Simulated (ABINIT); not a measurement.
```
! title: AlN (P6_3mc): G0W0 with ABINIT, start to end
! method: RPA screening on PBE, plane waves, norm-conserving pseudopotentials (and 2 further levels or steps)
! program: ABINIT 10.8.3
! settings: cutoff 36 Ha, PseudoDojo scalar-relativistic 0.4.1 standard, norm-conserving, potential set dojo-sr-pbe-0.4.1-standard, ngkpt (6, 6, 4), nband 209, ecuteps 10.2 Ha, inclvkb 2, shiftk (0, 0, 0), symchi 1, awtr 1, frequency ppm, 6×6×4 k-mesh
! cost: 5 runs, 15 min in all on 8 MPI ranks of Arm Neoverse N1, shared host
! notes: The database entry behind the starting cell differs from other determinations of this structure. The program’s warnings: nkpt*nsppol () is not a multiple of nproc spkpt (). The cell and positions come from the Crystallography Open Database and are kept as given unless a step says otherwise.
! PBE gap: 4.22 eV, direct
! G0W0 gap on the mesh: 5.62 eV
! GW settings: 6×6×4 mesh, 209 bands, screening to 277.6 eV, Godby-Needs plasmon pole
! known limits: short of the basis limit
CELL_PARAMETERS angstrom
3.11300 0.00000 0.00000
-1.55650 2.69594 0.00000
0.00000 0.00000 4.98100
ATOMIC_POSITIONS crystal
Al 0.33333 0.66667 0.00000
Al 0.66667 0.33333 0.50000
N 0.33333 0.66667 0.38000
N 0.66667 0.33333 0.88000
```

[Long decimals in the printed logs are rounded to 6 places.]

[Logs are printed without paths, hosts, clocks, repeated set-up lines and the standing remarks that a program may print on its own settings, such as how far it seeks lower states.]

[Paths, hosts, dates, memory and timing lines, banners, echoed tables and standing remarks are left out of the program output; an Ansatz launch command may be rebuilt from the run's recorded settings. Measured values are a selection of at most five: reports struck by readers or far from the other reports are left out. None is set beside runs whose start may be inverted or whose files or cutoffs have a known fault.]

[Runs of the session that timed out or met a known fault of the program may be left out.]

[Hosts, paths, dates, database ids (printed as entryN), source tags and the programs' standing remarks are cut or masked in the printed files.]

[G0W0 gaps are taken among the corrected bands and points alone; a level outside them can change the order at an edge.]

[Where Ansatz stands beside ABINIT at settings called matched, ABINIT's density can come from a denser mesh and the files from another edition; pairs whose starting gaps differed by over 0.03 eV were left out, so agreement reads better than it is.]
